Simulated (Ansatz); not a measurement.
ZnSnN2 (Pna2_1), computed twice by G0W0.

```xyz
16
Lattice="5.8543 0.0000 0.0000 0.0000 6.7375 0.0000 0.0000 0.0000 5.4806" Properties=species:S:1:pos:R:3 pbc="T T T"
Zn    3.4134    5.8949    5.4741
Zn    2.4409    0.8426    2.7338
Zn    5.3680    2.5262    2.7338
Zn    0.4863    4.2113    5.4741
Sn    3.4447    2.5270    5.4766
Sn    2.4096    4.2105    2.7363
Sn    5.3368    5.8957    2.7363
Sn    0.5175    0.8418    5.4766
N     3.4095    2.5223    2.0736
N     2.4448    4.2152    4.8139
N     5.3719    5.8910    4.8139
N     0.4824    0.8464    2.0736
N     3.3938    5.9006    2.0473
N     2.4605    0.8369    4.7876
N     5.3876    2.5318    4.7876
N     0.4667    4.2056    2.0473
```

The cell and positions are those that the Materials Project relaxed with its own functionals (PBE, PBE+U or r2SCAN), kept fixed.

The first (Ansatz 0.2.0; start PBE, 2×2×2 mesh, 490 empty bands, screening to 100 eV, PAW set soft_1 files; 1 × NVIDIA H100 80GB HBM3 (shared by 6 runs) with 2 threads of AMD EPYC 7R13 (Zen 3), shared host) gave, on its mesh: starting gap 0.20 eV, G0W0 gap 0.68 eV, RPA ε∞ (mean) 821.22, 26 s.

Question: The second changes mesh from 2×2×2 to 2×2×4. What does it give?

It gave: starting gap 0.20 eV, G0W0 gap 0.74 eV, RPA ε∞ (mean) 435.57, 26 s. The G0W0 gap moves by +0.06 eV, +0.00 eV from the start and +0.06 eV from the correction. Σc changes by −0.02 eV at the valence top and +0.38 eV at the conduction bottom, and Σx − Vxc between them by −0.34 eV.

Limits: not at the basis limit; screening runs away on this mesh; d shell near the gap, gap tends to lie low; no spin-orbit coupling; coarse k mesh.

[Paths, hosts, dates, memory and timing lines, banners, echoed tables and standing remarks are left out of the program output.]

[Logs are printed without paths, hosts, clocks, repeated set-up lines and the standing remarks that a program may print on its own settings, such as how far it seeks lower states.]

[Runs of the session that timed out or met a known fault of the program may be left out.]

[Cells called generated may have been cut or substituted from an entry of the Crystallography Open Database or the Materials Project.]

[Hosts, paths, dates, database ids (printed as entryN), source tags and the programs' standing remarks are cut or masked in the printed files.]
